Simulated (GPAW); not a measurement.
# Polarising 1T-IrSTe monolayer with a field along the normal

The dipole of the cell at several fields, atoms fixed. What does the strongest field give, and what length does the slope stand for?

**Method.** GPAW 26.7.0, plane waves (400 eV), PAW setups, PBE, 9×9 mesh, a dipole layer in the vacuum; geometry relaxed without an applied field with GPAW. The cell's area is 11.76 Å², and e/ε0 = 180.95 V Å.

Results, with one row withheld:

```
field (V/Å)  dipole (e Å)
       −0.2       −0.1161
       −0.1       −0.0836
      −0.05       −0.0673
       0.05       −0.0348
        0.1       −0.0185
        0.2        0.0142
        0.3             ?
```

To predict: What is the dipole at 0.3 V/Å?

Worked answer. A line through the 6 points has the slope α = 0.326 e Å per V/Å and the intercept p₀ = −0.0510 e Å (r.m.s. residual 5.3e−05). At 0.3 V/Å it gives p = −0.0510 + 0.326 × 0.3 = 0.0467 e Å; the run gives 0.0469 e Å, so the response stays linear to 0.2 % of the induced part. Dividing by ε0 and the area: α/(ε0 A) = 0.326 × 180.95 / 11.76 = 5.01 Å, against 2.69 Å between the outer nuclei.

Caveats: This is the electronic response alone; ions that move would add to it in polar layers. No run was spin-polarised, so magnetic states weren't tested. Spin-orbit coupling is left out, which matters for the heavier atoms here. Layers with unlike faces were relaxed with their cell in a fully periodic cell without the dipole layer, so their atoms felt a small spurious field.

[Logs are printed without paths, hosts, clocks, repeated set-up lines and the standing remarks that a program may print on its own settings, such as how far it seeks lower states.]
